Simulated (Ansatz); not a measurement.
# F-GaN-H chair monolayer in a perpendicular field, part 2 of 2

Wanted: the out-of-plane response of the F-GaN-H chair monolayer. A positive field points along +c.

Ansatz 0.2.0; plane-wave DFT, PBE-D3(BJ), Ansatz PAW.

So far. Step 2 (Relaxing the slab): The lattice constant a goes from 3.184 to 3.247 Å.

### 3. Atoms held, field 0

A sawtooth potential applies the field, turning back in the middle of the vacuum. With the dipole correction the typed value is the field outside the slab. The induced dipole is small, so the SCF threshold is tight.

The cell differs from the one that the last finished run ended in (c 37.953 → 21.429 Å).

Contents of input.yaml:

```yaml
crystal:
  lattice:
    - [3.247492291, 0.0, 0.0]
    - [-1.6237461455, 2.8124108226, 0.0]
    - [0.0, 0.0, 21.4285327342]
  atoms:
    - { symbol: H, position: [0.6666666667, 0.3333333333, 0.4200007584] }
    - { symbol: "N", position: [0.6666666667, 0.3333333333, 0.4678628101] }
    - { symbol: Ga, position: [0.3333333333, 0.6666666667, 0.4991230554] }
    - { symbol: F, position: [0.3333333333, 0.6666666667, 0.5799992416] }
kpoints:
  mp_grid: { grid: [18, 18, 1] }
  band_path:
    path: [[0, 0, 0], [0.5, 0, 0], [0.33333333, 0.33333333, 0], [0, 0, 0]]
    npoints: 16
hamiltonian:
  xc: pbe
  dispersion: d3bj
scf:
  occupations: { method: fermi_dirac, width: 0.02585 }
  convergence: { dr2_threshold: 1.0e-10 }
efield:
  axis: 3
  dipole_correction: true
  ramp_position: 0.97
  ramp_width: 0.06
  amplitude: 0
output:
  dos: { projected: true, e_range: [-6, 5] }
  write_potential: true
  write_density: true
  volumetric_format: npy
  elf: true
```

On the command line:

```sh
> ansatz run input.yaml --threads 2 --pin off --max-ram 3072MiB --backend cpu --events-out ev --progress --plain --runs-dir out
```

Numbers of over 12 decimals in the logs are rounded to 6 here.

Output:

```text
[...]
Crystal: 4 atoms, lattice volume = 195.713 Å³
Basis set: ecut = 420 eV, 3875 PW (Γ)
Bands: 17, of which v1, the nominal top of the filled ones, is band 13 counted from 1 (12 counted from 0)
Symmetry: 6 space group operations
[...]
k-points: 37 of 324 (time reversal used)
[...]
SCF iter   1: F=—  HF=-4992.715569 eV  |F-HF|=—  |Δ(HF+E_count)|=         —  Δρ=1.47e-3  dr2=5.95e-3  ethr=1.77e-3  p=-0.334 e·Å  D=-3.09e-1 V/Å  ΔV_dip=6.62 eV  dr2_dipole=7.05e-4  V_vac-E_F(+/−)=9.57/2.96 eV  ⟨swp⟩=7.4  Hψ=3978  notcnv=0
efield: sawtooth ramp at fractional position 0.9700 (set: `efield.ramp_position`, or a place that a band, a saddle search or an elastic batch's reference lends), width 0.0600; the density the first Hamiltonian is built on has a dipole p = -0.334 e·Å; the dipole correction subtracts the counter field D = -3.09e-1 V/Å, which shifts the + side's vacuum level by +6.62 eV against the − side's; the planar-averaged density in the ramp window peaks in size at 1.2e-5 e/Å³
[...]
SCF iter   2: F=—  HF=-4992.717395 eV  |F-HF|=—  |Δ(HF+E_count)|=   1.83e-3  Δρ=7.84e-4  dr2=1.45e-3  ethr=2.29e-5  p=-0.353 e·Å  D=-3.27e-1 V/Å  ΔV_dip=7.00 eV  dr2_dipole=5.87e-5  V_vac-E_F(+/−)=9.71/2.70 eV  ⟨swp⟩=2.6  Hψ=1351  notcnv=0
[...]
SCF iter  10: F=-4992.717946 eV  HF=-4992.717946 eV  |F-HF|=2.64e-11  |Δ(HF+E_count)|=  6.37e-12  Δρ=9.97e-8  dr2=1.08e-11  ethr=1.00e-12  p=-0.367 e·Å  D=-3.39e-1 V/Å  ΔV_dip=7.27 eV  dr2_dipole=8.11e-14  V_vac-E_F(+/−)=9.79/2.52 eV  ⟨swp⟩=4.4  Hψ=2086  notcnv=0
SCF 1 converged in 10 iterations: F = -4992.717946 eV  dr2 = 1.08e-11
[...]
NSCF: frozen V_eff on 49 k-points
efield: sawtooth ramp at fractional position 0.9700 (kept from the solve that this one continues, or follows in the run), width 0.0600; the density the first Hamiltonian is built on has a dipole p = -0.367 e·Å; the dipole correction subtracts the counter field D = -3.39e-1 V/Å, which shifts the + side's vacuum level by +7.27 eV against the − side's; the planar-averaged density in the ramp window peaks in size at 6.6e-6 e/Å³
[...]
SCF converged after 10 iterations
Free energy (F): -4992.717946 eV
[...]
Internal energy: -4992.717946 eV  (E = F + TS)
E sigma→0 (E₀):  -4992.717946 eV
Fermi energy:    -3.711604 eV
Dipole field:    D = -0.339441 V/Å  (p = -0.367132 e·Å, saw-weighted, corrected)
Work function:   Φ+ = 9.7925 eV   Φ− = 2.5188 eV
Levels:          The Fermi level and band energies are counted from a zero that moves with the ramp; work functions are not
[...]
--- Band table (eV; the first three rows and the last of 37) ---
  k-point 0: bands = [... 9 lower, -5.5765, -5.5765, -4.9148, -4.9148, -2.5759, -1.0589, -0.2339, 1.2890]
  k-point 1: bands = [... 9 lower, -5.7275, -5.6156, -4.9998, -4.9219, -2.4426, -0.9631, -0.1563, 1.3450]
  k-point 2: bands = [... 9 lower, -6.1180, -5.7265, -5.1548, -4.9410, -2.1394, -0.7014, 0.0729, 1.5075]
  k-point 36: bands = [... 9 lower, -8.5991, -6.6476, -5.6574, -5.5975, 2.7358, 3.0101, 3.0192, 3.1368]
```

It took 19 s on 2 threads of Arm Neoverse N1, shared host; peak memory 0.52 GiB.

In the SCF lines HF is the Harris–Foulkes energy and dr2 the Hartree energy of the density residual, in eV; the loop may stop once dr2 is under the threshold and the program's other checks hold. Hψ counts applications of the Hamiltonian.

Numbers from this step:

```yaml
gap_on_the_k_mesh: 2.339 eV
dipole_along_the_normal: -0.3671 e·Å
gap_along_the_path: 2.339 eV
smallest_direct_gap_along_the_path: 2.339 eV
step_between_the_vacuum_levels: 7.274 eV
ionisation_energy_upper_face: 11.00 eV
electron_affinity_upper_face: 8.657 eV
ionisation_energy_lower_face: 3.722 eV
gap_the_smaller_of_path_and_mesh: 2.339 eV
```

Running mean over a fixed 2.5 Å (it still follows the layers) of the planar mean; the ramp of the sawtooth is left out. Electron's electrostatic potential energy less the Fermi level against z:

| z (Å) | electron's electrostatic potential energy less the Fermi level (eV) |
| --- | --- |
| 2.98 | 2.52 |
| 3.42 | 2.52 |
| 3.87 | 2.52 |
| 4.17 | 2.52 |
| 4.61 | 2.52 |
| 5.06 | 2.52 |
| 5.51 | 2.52 |
| 5.95 | 2.52 |
| 6.25 | 2.51 |
| 6.70 | 2.50 |
| 7.14 | 2.46 |
| 7.59 | 2.25 |
| 8.04 | 1.82 |
| 8.48 | 1.08 |
| 8.78 | -0.182 |
| 9.23 | -2.45 |
| 9.67 | -4.12 |
| 10.12 | -5.04 |
| 10.57 | -4.75 |
| 10.86 | -4.38 |
| 11.31 | -2.92 |
| 11.76 | -0.240 |
| 12.20 | 2.62 |
| 12.65 | 5.02 |
| 12.95 | 6.05 |
| 13.39 | 7.29 |
| 13.84 | 8.75 |
| 14.29 | 9.64 |
| 14.73 | 9.77 |
| 15.18 | 9.79 |
| 15.48 | 9.79 |
| 15.92 | 9.79 |
| 16.37 | 9.79 |
| 16.82 | 9.79 |
| 17.26 | 9.79 |
| 17.56 | 9.79 |
| 18.01 | 9.79 |
| 18.45 | 9.79 |

The density of states has structure finer than the step of the table below, so its rows give means over 0.25 eV, whole bins alone (the curve runs from -6 to 3.13 eV). Peaks (eV: height): -2.940: 20.8, -2.030: 8.89, -1.400: 9.07.

Density of states against energy, zero at the Fermi level of the run, which the smearing sets inside the gap; means over each step:

energy (eV), density of states (states/eV a cell) and a bar:
```
    -5.75        1.0 #####
    -5.50        0.7 ###
    -5.25        0.6 ###
    -5.00        0.5 ##
    -4.75        0.7 ###
    -4.50        0.7 ###
    -4.25        0.8 ###
    -4.00        0.8 ####
    -3.75        0.9 ####
    -3.50        1.1 #####
    -3.25        1.5 #######
    -3.00        6.7 ##############################
    -2.75        2.8 #############
    -2.50        1.1 #####
    -2.25        2.3 ##########
    -2.00        4.9 ######################
    -1.75        2.7 ############
    -1.50        5.0 ######################
    -1.25        2.7 ############
    -1.00        0.0 
    -0.75        0.0 
    -0.50        0.0 
    -0.25        0.0 
     0.00        0.0 
     0.25        0.0 
     0.50        0.0 
     0.75        0.0 
     1.00        0.0 
     1.25        0.2 #
     1.50        0.2 #
     1.75        0.3 #
     2.00        0.3 ##
     2.25        0.4 ##
     2.50        0.4 ##
     2.75        0.6 ###
     3.00        0.7 ###
```

Projected DOS per atom over height of the atomic layer and energy from the Fermi level. Layers: H N Ga F from below.

Ten even steps from '_' (0.00 states/eV) to '@' (3.34 states/eV), each cell a mean:
```
________
________
________
________
________
________
________
________
________
________
__..__++
______@@
__..__@@
__::____
__==..@@
__::__..
__..____
__..____
__..____
__..____
__..____
__::____
```
Columns: height of the atomic layer (Å) from 9 to 12.4 (not evenly spaced); rows upwards: energy from the Fermi level (eV) from -5.96 to 3.13.

Electronic bands along the path, in eV, zero at the Fermi level of the run, which the smearing sets inside the gap:

| point | band 10 | band 11 | band 12 | band 13 | band 14 | band 15 | band 16 | band 17 |
| --- | --- | --- | --- | --- | --- | --- | --- | --- |
| Γ | -1.86 | -1.86 | -1.20 | -1.20 | 1.14 | 2.65 | 3.48 | 5.00 |
| halfway | -2.89 | -2.48 | -1.85 | -1.31 | 2.58 | 4.07 | 4.75 | 5.96 |
| M | -3.02 | -3.01 | -2.25 | -1.40 | 4.36 | 5.35 | 6.16 | 6.98 |
| halfway | -3.97 | -2.94 | -2.13 | -1.61 | 5.30 | 5.71 | 6.55 | 7.20 |
| K | -4.89 | -2.94 | -1.95 | -1.89 | 6.45 | 6.72 | 6.73 | 6.85 |
| halfway | -3.12 | -2.79 | -1.83 | -1.44 | 2.99 | 4.52 | 5.18 | 6.23 |
| Γ | -1.86 | -1.86 | -1.20 | -1.20 | 1.14 | 2.65 | 3.48 | 5.00 |

The electronic bands as a text plot (rows in eV, shown from -7.5 to 5.0 only):

```
    4.7 |+       ++++++++      +++             +   ++++++       +
    4.2 |      ++  ++    ++++++                 +     +  +++
    3.7 |++++++ +++     +                        ++    +++  +++++
    3.2 |    +++     +++                           +++    +++
    2.7 |++++      ++                                 +      ++++
    2.1 |       +++                                    +++
    1.6 |   ++++                                          +++
    1.1 |+++                                                 ++++
    0.6 |
    0.1 |
   -0.5 |
   -1.0 |******                                             *****
   -1.5 |  ***************************       ******************
   -2.0 |********  ***********************************    *******
   -2.5 |    ***********                            *********
   -3.1 |******  **************************************** *******
   -3.6 |      **               ***              ***     *
   -4.1 |        **                **          **     ***
   -4.6 |          **                **********     **
   -5.2 |            *                           ***
   -5.7 |             ****                  *****
   -6.2 |                 ******************
   -6.7 |               ***************     *******
   -7.2 |***************                           **************
         Γ                   M           K                      Γ
```

Electrostatic potential energy in the ca plane at fractional y = 0.333, with atoms of H and N within 0.2 Å of it. With pseudopotentials it is smooth inside the atoms' cores, unlike the true potential.

Ten even steps from '0' (-27 eV) to '9' (5 eV), each cell a mean:
```
99888888888888888888777556778999999999999999
99888888888888888887432003788999999999999999
99888888888888888876000001788999999999999999
99888888888888888887542004788999999999999999
99888888888888888888777656778999999999999999
99888888888888888888888765568899999999999999
99888888888888888888888754468899999999999999
99888888888888888888888765578999999999999999
```
Columns run along c (16.0 Å, from fractional 0.07 to 0.82 of the cell; values clipped at the 3rd and 97th percentile), rows up along a (3.2 Å). Atoms in or near the plane, at fractional coordinates: H at (0.42, 0.67), N at (0.47, 0.67).

ELF in the ca plane at fractional y = 0.333, with atoms of H and N within 0.2 Å of it. It is the smooth field of the valence electrons, not physical close to the nuclei.

Ten even steps from '0' (0.00) to '9' (0.99), each cell a mean:
```
00000000000000002455677520011100000000000000
00000000000000036898757740000000000000000000
00000000000000137999724740000000000000000000
00000000000000026898767740000000000000000000
00000000000000002344577520012100000000000000
00000000000000000001232211245420000000000000
00000000000000000000111111356531000000000000
00000000000000000001233211245420000000000000
```
Columns run along c (16.0 Å, from fractional 0.11 to 0.86 of the cell), rows up along a (3.2 Å). Atoms in or near the plane, at fractional coordinates: H at (0.42, 0.67), N at (0.47, 0.67).

Valence density in the ca plane at fractional y = 0.333, with atoms of H and N within 0.2 Å of it. It is the smooth field of the valence electrons, not physical close to the nuclei.

Values in e/Å³, 5 rows by 16 columns, each cell a mean:
```
0.0 0.0 0.0 0.0 0.0 0.0 0.2 1.0 0.8 0.1 0.0 0.0 0.0 0.0 0.0 0.0
0.0 0.0 0.0 0.0 0.0 0.0 0.6 2.6 1.6 0.1 0.0 0.0 0.0 0.0 0.0 0.0
0.0 0.0 0.0 0.0 0.0 0.0 0.2 1.0 0.8 0.1 0.0 0.0 0.0 0.0 0.0 0.0
0.0 0.0 0.0 0.0 0.0 0.0 0.0 0.2 0.3 0.2 0.2 0.0 0.0 0.0 0.0 0.0
0.0 0.0 0.0 0.0 0.0 0.0 0.0 0.2 0.3 0.2 0.2 0.0 0.0 0.0 0.0 0.0
```
Columns run along c (16.0 Å, from fractional 0.11 to 0.86 of the cell), rows up along a (3.2 Å). Atoms in or near the plane, at fractional coordinates: H at (0.42, 0.67), N at (0.47, 0.67).

The gap is 2.34 eV, with the valence edge 11.00 eV and the conduction edge 8.66 eV under the upper vacuum level.

### 4. Single point, field 0.1 V/Å

input.yaml: that of step 3 with these lines changed.

```diff
@@ -26,5 +26,4 @@
   ramp_width: 0.06
-  amplitude: 0
+  amplitude: 0.1
 output:
-  dos: { projected: true, e_range: [-6, 5] }
   write_potential: true
@@ -32,2 +31 @@
   volumetric_format: npy
-  elf: true
```

Output:

```text
[...]
Crystal: 4 atoms, lattice volume = 195.713 Å³
Basis set: ecut = 420 eV, 3875 PW (Γ)
Bands: 17, of which v1, the nominal top of the filled ones, is band 13 counted from 1 (12 counted from 0)
Symmetry: 6 space group operations
[...]
k-points: 37 of 324 (time reversal used)
[...]
--- Band table (eV; the first three rows and the last of 37) ---
  k-point 0: bands = [... 9 lower, -5.5802, -5.5802, -4.8952, -4.8952, -2.6925, -1.3943, -0.5184, 1.0501]
  k-point 1: bands = [... 9 lower, -5.7355, -5.6202, -4.9752, -4.9015, -2.5674, -1.3035, -0.4280, 1.1077]
  k-point 2: bands = [... 9 lower, -6.1251, -5.7330, -5.1240, -4.9184, -2.2824, -1.0573, -0.1659, 1.2747]
  k-point 36: bands = [... 9 lower, -8.6138, -6.6197, -5.6219, -5.5646, 2.6270, 2.9323, 2.9550, 3.1221]
[key lines of the parts left out:]
SCF converged after 13 iterations
Free energy (F): -4992.682086 eV
Fermi energy:    -3.759006 eV
Dipole field:    D = -0.323642 V/Å  (p = -0.350044 e·Å, saw-weighted, corrected)
```

Wall time 22 s (2 threads); peak memory 0.49 GiB.

The dipole is -0.350 e·Å, 0.0171 e·Å from its value without field, and the gap 2.203 eV.

### 5. Single point, field -0.1 V/Å

input.yaml: that of step 4 with these lines changed.

```diff
@@ -26,3 +26,3 @@
   ramp_width: 0.06
-  amplitude: 0.1
+  amplitude: -0.1
 output:
```

Output:

```text
[...]
Crystal: 4 atoms, lattice volume = 195.713 Å³
Basis set: ecut = 420 eV, 3875 PW (Γ)
Bands: 17, of which v1, the nominal top of the filled ones, is band 13 counted from 1 (12 counted from 0)
Symmetry: 6 space group operations
[...]
k-points: 37 of 324 (time reversal used)
[...]
--- Band table (eV; the first three rows and the last of 37) ---
  k-point 0: bands = [... 9 lower, -5.5757, -5.5757, -4.9333, -4.9333, -2.4741, -0.7771, 0.1783, 1.6636]
  k-point 1: bands = [... 9 lower, -5.7217, -5.6138, -5.0241, -4.9415, -2.3340, -0.6775, 0.2450, 1.7181]
  k-point 2: bands = [... 9 lower, -6.1113, -5.7223, -5.1862, -4.9630, -2.0147, -0.4006, 0.4420, 1.8754]
  k-point 36: bands = [... 9 lower, -8.5851, -6.6763, -5.6940, -5.6315, 2.8399, 3.0558, 3.0840, 3.1670]
[key lines of the parts left out:]
SCF converged after 13 iterations
Free energy (F): -4992.755509 eV
Fermi energy:    -3.671237 eV
Dipole field:    D = -0.355141 V/Å  (p = -0.384113 e·Å, saw-weighted, corrected)
```

Elapsed: 21 s, on 2 threads; peak memory 0.49 GiB.

The dipole is -0.384 e·Å, -0.0170 e·Å from its value without field, and the gap 2.459 eV.

### 6. Response, atoms held

This step: plane-wave DFT, PBE-D3(BJ), Ansatz PAW; response to a field along the normal, atoms held (Ansatz 0.2.0).

The dipoles give the slope, and the difference of two potentials shows where the field is screened.

Numbers from this step:

| Quantity | Value |
| --- | --- |
| equivalent conductor thickness p/(ε₀AE) | 3.375 Å |
| distance between the outer atoms | 3.429 Å |

Dipole of the cell against applied field:

| applied field (V/Å) | dipole of the cell (e·Å) |
| --- | --- |
| -0.1000 | -0.384 |
| 0.0000 | -0.367 |
| 0.1000 | -0.350 |

Local field over the applied field, running mean. From the potentials at -0.1 and 0.1 V/Å; running mean over 2.5 Å. Local field over applied field against z:

| z (Å) | local field over applied field |
| --- | --- |
| 4.02 | 1.000 |
| 4.32 | 1.000 |
| 4.76 | 1.000 |
| 5.06 | 0.999 |
| 5.51 | 0.998 |
| 5.80 | 0.996 |
| 6.25 | 0.991 |
| 6.55 | 0.983 |
| 6.85 | 0.970 |
| 7.29 | 0.929 |
| 7.59 | 0.880 |
| 8.04 | 0.766 |
| 8.33 | 0.674 |
| 8.78 | 0.532 |
| 9.08 | 0.433 |
| 9.37 | 0.344 |
| 9.82 | 0.258 |
| 10.12 | 0.238 |
| 10.57 | 0.238 |
| 10.86 | 0.247 |
| 11.31 | 0.280 |
| 11.61 | 0.324 |
| 12.05 | 0.420 |
| 12.35 | 0.486 |
| 12.65 | 0.551 |
| 13.10 | 0.666 |
| 13.39 | 0.751 |
| 13.84 | 0.865 |
| 14.14 | 0.926 |
| 14.58 | 0.976 |
| 14.88 | 0.990 |
| 15.18 | 0.996 |
| 15.62 | 0.999 |
| 15.92 | 1.000 |
| 16.37 | 1.000 |
| 16.67 | 1.000 |
| 17.11 | 1.000 |
| 17.41 | 1 |

Electrons, planar mean, per unit field. Induced electron density against z:

| z (Å) | induced electron density (e/Å³ per V/Å) |
| --- | --- |
| 4.02 | 4.2e-7 |
| 4.32 | 7.7e-7 |
| 4.76 | 1.8e-6 |
| 5.06 | 3.3e-6 |
| 5.51 | 8.7e-6 |
| 5.80 | 1.6e-5 |
| 6.25 | 4.1e-5 |
| 6.55 | 7.5e-5 |
| 6.85 | 1.4e-4 |
| 7.29 | 3.4e-4 |
| 7.59 | 6.1e-4 |
| 8.04 | 0.00139 |
| 8.33 | 0.00227 |
| 8.78 | 0.00362 |
| 9.08 | 0.00304 |
| 9.37 | 0.00132 |
| 9.82 | 6.0e-4 |
| 10.12 | 0.00148 |
| 10.57 | -0.0021 |
| 10.86 | -0.00284 |
| 11.31 | 3.9e-4 |
| 11.61 | 0.00163 |
| 12.05 | -0.00102 |
| 12.35 | -0.00104 |
| 12.65 | -0.00250 |
| 13.10 | -0.00343 |
| 13.39 | -0.00198 |
| 13.84 | -6.4e-4 |
| 14.14 | -2.8e-4 |
| 14.58 | -7.1e-5 |
| 14.88 | -2.7e-5 |
| 15.18 | -1.0e-5 |
| 15.62 | -2.7e-6 |
| 15.92 | -1.2e-6 |
| 16.37 | 2.6e-8 |
| 16.67 | 1.5e-7 |
| 17.11 | -2.1e-7 |
| 17.41 | -1.8e-7 |

The smaller of the gaps on the path and on the k-mesh, counted as 0 under 0.03 eV. The gap by applied field:

| applied field (V/Å) | gap (eV) |
| --- | --- |
| -0.1000 | 2.46 |
| 0.0000 | 2.34 |
| 0.1000 | 2.20 |

By hand: between -0.1 and 0.1 V/Å the dipole changes by 0.03407 e·Å, a slope of 0.1703 e·Å²/V. A perfect conductor of thickness t has p = ε₀AEt, so t = 180.95 × 0.1703 / 9.133 = 3.37 Å (e/ε₀ = 180.95 V·Å, A in Å²).

The induced dipole is that of a conductor 3.37 Å thick.

### 7. Summary of results

```
gap without field                          : 2.34 eV
ionisation energy, upper face              : 11.0 eV
electron affinity, upper face              : 8.66 eV
step between the vacuum levels             : 7.27 eV
equivalent conductor thickness, atoms held : 3.37 Å
```

The induced dipole equals that of a perfect conductor 3.37 Å thick, while the outer atoms lie 3.43 Å apart; an out-of-plane ε follows only once a thickness t is chosen, by 1 − 1/ε = 3.37 Å / t. The two faces differ: the vacuum level above lies 7.27 eV higher than the one below. The gap goes from 2.34 eV to 2.46 eV at -0.1 V/Å. With the field reversed the gap is 2.20 eV at 0.1 V/Å. Semilocal functionals give gaps that are too small, and excitons are not included. Spin-orbit coupling is left out.

[Logs are printed without paths, hosts, clocks, repeated set-up lines and the standing remarks that a program may print on its own settings, such as how far it seeks lower states.]

[Hosts, paths, dates, database ids (printed as entryN), source tags and the programs' standing remarks are cut or masked in the printed files.]

[Maps of the electrostatic potential energy from Ansatz leave out the sawtooth potential of an applied field or a dipole correction, so their vacuum need not be flat; planar profiles and work functions include it.]

[The density of states shown here was stored with 400 of the rows of the run's finer table, so its peaks can read low, often by over a quarter, or be missed, and its means over a window can be off by a tenth or more.]
